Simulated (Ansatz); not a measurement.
**How Au(111) screens a field**

Wanted: the response of a Au(111) slab to a perpendicular field.

Method: plane-wave DFT, PBE, Ansatz PAW, in Ansatz 0.2.0.

Report form: inputs, costs, results and the conclusion, without the logs.

## 1. The system as given

The cell holds 7 atoms: 7 Au. Its edges and angles: a = 2.885 Å, b = 2.885 Å, c = 32.134 Å, α = 90.0°, β = 90.0°, γ = 60.0°. Vacuum lies along c.

## 2. Single point, field 0

A sawtooth potential applies the field, turning back in the middle of the vacuum. With the dipole correction the typed value is the field outside the slab. The induced dipole is small, so the SCF threshold is tight.

The input, input.yaml:

```yaml
crystal:
  lattice:
    - [2.8849956672, 0.0, 0.0]
    - [1.4424978336, 2.4984795376, 0.0]
    - [0.0, 0.0, 32.1335345898]
  atoms:
    - { symbol: Au, position: [0.0, 0.0, 0.2800812334] }
    - { symbol: Au, position: [0.3333333333, 0.3333333333, 0.3533874889] }
    - { symbol: Au, position: [0.6666666667, 0.6666666667, 0.4266937445] }
    - { symbol: Au, position: [0.0, 0.0, 0.5] }
    - { symbol: Au, position: [0.3333333333, 0.3333333333, 0.5733062555] }
    - { symbol: Au, position: [0.6666666667, 0.6666666667, 0.6466125111] }
    - { symbol: Au, position: [0.0, 0.0, 0.7199187666] }
kpoints:
  mp_grid: { grid: [24, 24, 1] }
hamiltonian:
  xc: pbe
scf:
  occupations: { method: fermi_dirac, width: 0.1 }
  convergence: { dr2_threshold: 1.0e-10 }
efield:
  axis: 3
  dipole_correction: true
  ramp_position: 0.97
  ramp_width: 0.06
  amplitude: 0
output:
  forces: true
  write_potential: true
  write_density: true
  volumetric_format: npy
```

On the command line:

```console
> ansatz run input.yaml --threads 4 --pin off --max-ram 6144MiB --backend cpu --events-out ev --progress --plain --runs-dir out
```

It took 39 s on 4 threads of Intel Xeon Platinum 8488C (Sapphire Rapids), shared host; peak memory 1.2 GiB.

This step gave:

- energy at zero smearing: -92044.5390 eV
- work function, upper face: 5.143 eV
- dipole along the normal: -1.69e-8 e·Å

Running mean over 2.356 Å of the planar mean; the ramp of the sawtooth is left out. Table of electron's electrostatic potential energy less the Fermi level by z:

```
z (Å)  electron's electrostatic potential energy less the Fermi level (eV)
  3.5                                                                 5.14
  4.0                                                                 5.14
  4.5                                                                 5.14
  5.0                                                                 5.14
  5.5                                                                 5.13
  6.0                                                                 5.08
  6.5                                                                 4.89
  7.0                                                                 4.09
  7.5                                                                 1.12
  8.0                                                                -3.40
  8.5                                                                -7.01
  9.0                                                                -8.23
  9.5                                                                -8.51
 10.0                                                                -8.61
 10.5                                                                -8.68
 11.0                                                                -8.73
 11.5                                                                -8.77
 12.0                                                                -8.77
 12.5                                                                -8.77
 13.0                                                                -8.78
 13.5                                                                -8.79
 14.0                                                                -8.79
 14.5                                                                -8.79
 15.0                                                                -8.80
 15.5                                                                -8.80
 16.0                                                                -8.80
 16.5                                                                -8.80
 17.0                                                                -8.80
 17.5                                                                -8.79
 18.0                                                                -8.79
 18.5                                                                -8.79
 19.0                                                                -8.78
 19.5                                                                -8.78
 20.0                                                                -8.77
 20.5                                                                -8.77
 21.0                                                                -8.75
 21.5                                                                -8.69
 22.0                                                                -8.63
 22.5                                                                -8.54
 23.0                                                                -8.34
 23.5                                                                -7.56
 24.0                                                                -4.55
 24.5                                                              -0.0332
 25.0                                                                 3.57
 25.5                                                                 4.78
 26.0                                                                 5.05
 26.5                                                                 5.12
 27.0                                                                 5.14
 27.5                                                                 5.14
 28.0                                                                 5.14
 28.5                                                                 5.14
```

Force by atom:

```
atom  x (eV/Å)  y (eV/Å)  z (eV/Å)   size
 Au1     0.000     0.000    -0.492  0.492
 Au2     0.000     0.000     0.116  0.116
 Au3     0.000     0.000    -0.033  0.033
 Au4     0.000     0.000     0.000  0.000
 Au5     0.000     0.000     0.033  0.033
 Au6     0.000     0.000    -0.116  0.116
 Au7     0.000     0.000     0.492  0.492
```

The work function of the upper face is 5.14 eV.

## 3. Single point, field 0.05 V/Å

Edit input.yaml of step 2 so:

```diff
@@ -25,3 +25,3 @@
   ramp_width: 0.06
-  amplitude: 0
+  amplitude: 0.05
 output:
```

Run time: 26 s. Hardware: 4 threads; peak memory 1.2 GiB.

The dipole is 0.0342 e·Å.

## 4. Atoms held, field -0.05 V/Å

Edit input.yaml of step 3 so:

```diff
@@ -25,3 +25,3 @@
   ramp_width: 0.06
-  amplitude: 0.05
+  amplitude: -0.05
 output:
```

The job ended after 26 s (4 threads; peak memory 1.2 GiB; 1.7 min of CPU time).

The dipole is -0.0342 e·Å.

## 5. Single point, field 0.1 V/Å

Edit input.yaml of step 4 so:

```diff
@@ -25,3 +25,3 @@
   ramp_width: 0.06
-  amplitude: -0.05
+  amplitude: 0.1
 output:
```

Run time: 26 s. Hardware: 4 threads; peak memory 1.2 GiB; 1.7 min of CPU time.

The dipole is 0.0684 e·Å.

## 6. Single point, field -0.1 V/Å

Edit input.yaml of step 5 so:

```diff
@@ -25,3 +25,3 @@
   ramp_width: 0.06
-  amplitude: 0.1
+  amplitude: -0.1
 output:
```

The job ended after 26 s (4 threads; peak memory 1.2 GiB; 1.7 min of CPU time).

The dipole is -0.0684 e·Å.

## 7. Single point, field 0.2 V/Å

Edit input.yaml of step 6 so:

```diff
@@ -25,3 +25,3 @@
   ramp_width: 0.06
-  amplitude: -0.1
+  amplitude: 0.2
 output:
```

Wall time 25 s (4 threads); peak memory 1.2 GiB.

The dipole is 0.137 e·Å.

## 8. Atoms held, field -0.2 V/Å

Edit input.yaml of step 7 so:

```diff
@@ -25,3 +25,3 @@
   ramp_width: 0.06
-  amplitude: 0.2
+  amplitude: -0.2
 output:
```

Elapsed: 27 s, on 4 threads; peak memory 1.2 GiB; 1.8 min of CPU time.

The dipole is -0.137 e·Å.

## 9. Atoms held, field 0.4 V/Å

Edit input.yaml of step 8 so:

```diff
@@ -25,3 +25,3 @@
   ramp_width: 0.06
-  amplitude: -0.2
+  amplitude: 0.4
 output:
@@ -31 +31,2 @@
   volumetric_format: npy
+  elf: true
```

Wall time 27 s (4 threads); peak memory 1.2 GiB.

Running mean over 2.356 Å of the planar mean, with the applied field; the ramp of the sawtooth is left out. The electron's electrostatic potential energy less the Fermi level by z:

| z (Å) | electron's electrostatic potential energy less the Fermi level (eV) |
| --- | --- |
| 3.5 | 3.57 |
| 4.0 | 3.77 |
| 4.5 | 3.96 |
| 5.0 | 4.16 |
| 5.5 | 4.34 |
| 6.0 | 4.49 |
| 6.5 | 4.48 |
| 7.0 | 3.83 |
| 7.5 | 0.974 |
| 8.0 | -3.46 |
| 8.5 | -7.04 |
| 9.0 | -8.24 |
| 9.5 | -8.51 |
| 10.0 | -8.62 |
| 10.5 | -8.68 |
| 11.0 | -8.74 |
| 11.5 | -8.77 |
| 12.0 | -8.77 |
| 12.5 | -8.77 |
| 13.0 | -8.78 |
| 13.5 | -8.79 |
| 14.0 | -8.79 |
| 14.5 | -8.79 |
| 15.0 | -8.80 |
| 15.5 | -8.80 |
| 16.0 | -8.80 |
| 16.5 | -8.80 |
| 17.0 | -8.80 |
| 17.5 | -8.79 |
| 18.0 | -8.79 |
| 18.5 | -8.79 |
| 19.0 | -8.78 |
| 19.5 | -8.78 |
| 20.0 | -8.77 |
| 20.5 | -8.77 |
| 21.0 | -8.75 |
| 21.5 | -8.69 |
| 22.0 | -8.63 |
| 22.5 | -8.54 |
| 23.0 | -8.33 |
| 23.5 | -7.54 |
| 24.0 | -4.50 |
| 24.5 | 0.0933 |
| 25.0 | 3.81 |
| 25.5 | 5.17 |
| 26.0 | 5.62 |
| 26.5 | 5.88 |
| 27.0 | 6.09 |
| 27.5 | 6.29 |
| 28.0 | 6.49 |
| 28.5 | 6.70 |

The dipole is 0.274 e·Å.

## 10. The response

This step: plane-wave DFT, PBE, Ansatz PAW; screening of a field by a metal slab (Ansatz 0.2.0).

The dipoles give the slope, and the difference of two potentials shows where the field is screened.

This step gave:

* equivalent conductor thickness p/(ε₀AE): 17.17 Å
* distance between the outer atoms: 14.13 Å
* inner field over outer field: -4.73e-4
* image plane, upper face: 1.505 Å
* induced electrons on the upper face over ε₀E: -1.002
* image plane, lower face: 1.504 Å
* induced electrons on the lower face over ε₀E: 1.002

Table of dipole of the cell by applied field:

| applied field (V/Å) | dipole of the cell (e·Å) |
| --- | --- |
| -0.200 | -0.137 |
| -0.100 | -0.0684 |
| -0.050 | -0.0342 |
| 0.000 | 0 |
| 0.050 | 0.0342 |
| 0.100 | 0.0684 |
| 0.200 | 0.137 |
| 0.400 | 0.274 |

Local field over the applied field, running mean. From the potentials at -0.05 and 0.05 V/Å; running mean over 2.356 Å. The local field over applied field by z:

```
z (Å)  local field over applied field
    5                           0.991
    6                           0.938
    7                           0.701
    8                           0.305
    9                          0.0347
   10                         0.00483
   11                         0.00830
   12                          5.0e-4
   13                         0.00148
   14                          5.1e-5
   15                         -2.8e-4
   16                         -6.6e-4
   17                         -3.1e-4
   18                         -8.3e-5
   19                         0.00135
   20                          5.4e-4
   21                         0.00753
   22                         0.00547
   23                          0.0201
   24                           0.257
   25                           0.650
   26                           0.922
   27                           0.988
```

Electrons, planar mean, per unit field. Induced electron density against z:

| z (Å) | induced electron density (e/Å³ per V/Å) |
| --- | --- |
| 4.5 | 1.6e-5 |
| 5.0 | 4.6e-5 |
| 5.5 | 1.3e-4 |
| 6.0 | 3.3e-4 |
| 6.5 | 8.1e-4 |
| 7.0 | 0.00185 |
| 7.5 | 0.00348 |
| 8.0 | 0.00398 |
| 8.5 | 4.1e-4 |
| 9.0 | 6.5e-5 |
| 9.5 | -1.6e-4 |
| 10.0 | -3.6e-4 |
| 10.5 | 4.0e-4 |
| 11.0 | -4.9e-5 |
| 11.5 | 9.5e-6 |
| 12.0 | -3.2e-5 |
| 12.5 | 1.7e-5 |
| 13.0 | 3.6e-5 |
| 13.5 | 0 |
| 14.0 | -8.9e-6 |
| 14.5 | 9.4e-7 |
| 15.0 | 1.3e-5 |
| 15.5 | -2.4e-6 |
| 16.0 | 4.5e-6 |
| 16.5 | 0 |
| 17.0 | -1.3e-5 |
| 17.5 | -3.5e-6 |
| 18.0 | 9.4e-9 |
| 18.5 | 6.4e-6 |
| 19.0 | -2.4e-5 |
| 19.5 | -2.4e-5 |
| 20.0 | -8.7e-6 |
| 20.5 | 1.4e-4 |
| 21.0 | 1.8e-5 |
| 21.5 | -4.2e-4 |
| 22.0 | 1.4e-4 |
| 22.5 | 3.3e-4 |
| 23.0 | 5.7e-5 |
| 23.5 | 1.1e-4 |
| 24.0 | -0.00336 |
| 24.5 | -0.00386 |
| 25.0 | -0.00226 |
| 25.5 | -0.00103 |
| 26.0 | -4.2e-4 |
| 26.5 | -1.6e-4 |
| 27.0 | -6.0e-5 |
| 27.5 | -2.1e-5 |

By hand: between -0.05 and 0.05 V/Å the dipole changes by 0.06840 e·Å, a slope of 0.6840 e·Å²/V. A perfect conductor of thickness t has p = ε₀AEt, so t = 180.95 × 0.6840 / 7.208 = 17.17 Å (e/ε₀ = 180.95 V·Å, A in Å²). Less the 14.13 Å between the outer atoms, and halved, that puts each image plane 1.52 Å out.

The induced dipole is that of a conductor 17.17 Å thick.

## 11. A changed input

This step: plane-wave DFT, PBE, Ansatz PAW (Ansatz 0.2.0).

A run with a changed input: it repeats the earlier run at 0.05 V/Å with efield.dipole_correction from true to false.

Edit input.yaml of step 9 so:

```diff
@@ -22,6 +22,6 @@
   axis: 3
-  dipole_correction: true
+  dipole_correction: false
   ramp_position: 0.97
   ramp_width: 0.06
-  amplitude: 0.4
+  amplitude: 0.05
 output:
@@ -31,2 +31 @@
   volumetric_format: npy
-  elf: true
```

Wall time 26 s (4 threads); peak memory 1.3 GiB.

```
                     quantity  this run  earlier run  difference
dipole along the normal (e·Å)   0.07344      0.03420       0.039
```

With the dipole correction off, the periodic images add a field of their own to the typed one.

It moves by +0.0392 e·Å.

These numbers are not those of the isolated slab.

## 12. The same run with other settings: crystal.symmetry = {"detect": false}

Another changed input: it repeats the earlier run at 0.05 V/Å with crystal.symmetry to detect: false.

Edit input.yaml of step 11 so:

```diff
@@ -13,2 +13,3 @@
     - { symbol: Au, position: [0.0, 0.0, 0.7199187666] }
+  symmetry: { detect: false }
 kpoints:
@@ -22,3 +23,3 @@
   axis: 3
-  dipole_correction: false
+  dipole_correction: true
   ramp_position: 0.97
```

Elapsed: 2.3 min, on 4 threads; peak memory 3.1 GiB; 9 min of CPU time.

This step gave:

```yaml
energy_at_zero_smearing: -92044.5398 eV
dipole_along_the_normal: 0.03420 e·Å
```

Force by atom:

```csv
atom,x (eV/Å),y (eV/Å),z (eV/Å),size
Au1,0.000,0.000,-0.493,0.493
Au2,0.000,0.000,0.117,0.117
Au3,0.000,0.000,-0.032,0.032
Au4,0.000,0.000,0.000,0.000
Au5,0.000,0.000,0.033,0.033
Au6,0.000,0.000,-0.115,0.115
Au7,0.000,0.000,0.491,0.491
```

```csv
quantity,this run,earlier run,difference
dipole along the normal (e·Å),0.03420,0.03420,-1.1e-8
```

The dipole moves by under 0.5 % or 5e-5 e·Å.

## 13. Outcome

```json
{
  "work function": "5.14 eV",
  "image plane, upper face": "1.50 Å",
  "induced electrons on the upper face over ε₀E": "-1.00",
  "equivalent conductor thickness p/(ε₀AE)": "17.2 Å",
  "inner field over outer field": "-4.7e-4"
}
```

What this shows: The induced charge has its centre 1.50 Å outside the outermost atoms; this is the plane from which a capacitor's gap or an image potential counts. The equivalent conductor thickness exceeds the distance between the outer atoms by 3.04 Å, about the sum of the two image-plane distances. In the middle of the slab the field is screened to under 0.5 % of its outer value. The atoms are held at bulk positions with the tabulated experimental lattice constant.

[Long decimals in the printed logs are rounded to 6 places.]

[Logs are printed without paths, hosts, clocks, repeated set-up lines and the standing remarks that a program may print on its own settings, such as how far it seeks lower states.]

[Hosts, paths, dates, database ids (printed as entryN), source tags and the programs' standing remarks are cut or masked in the printed files.]

[Maps of the electrostatic potential energy from Ansatz leave out the sawtooth potential of an applied field or a dipole correction, so their vacuum need not be flat; planar profiles and work functions include it.]
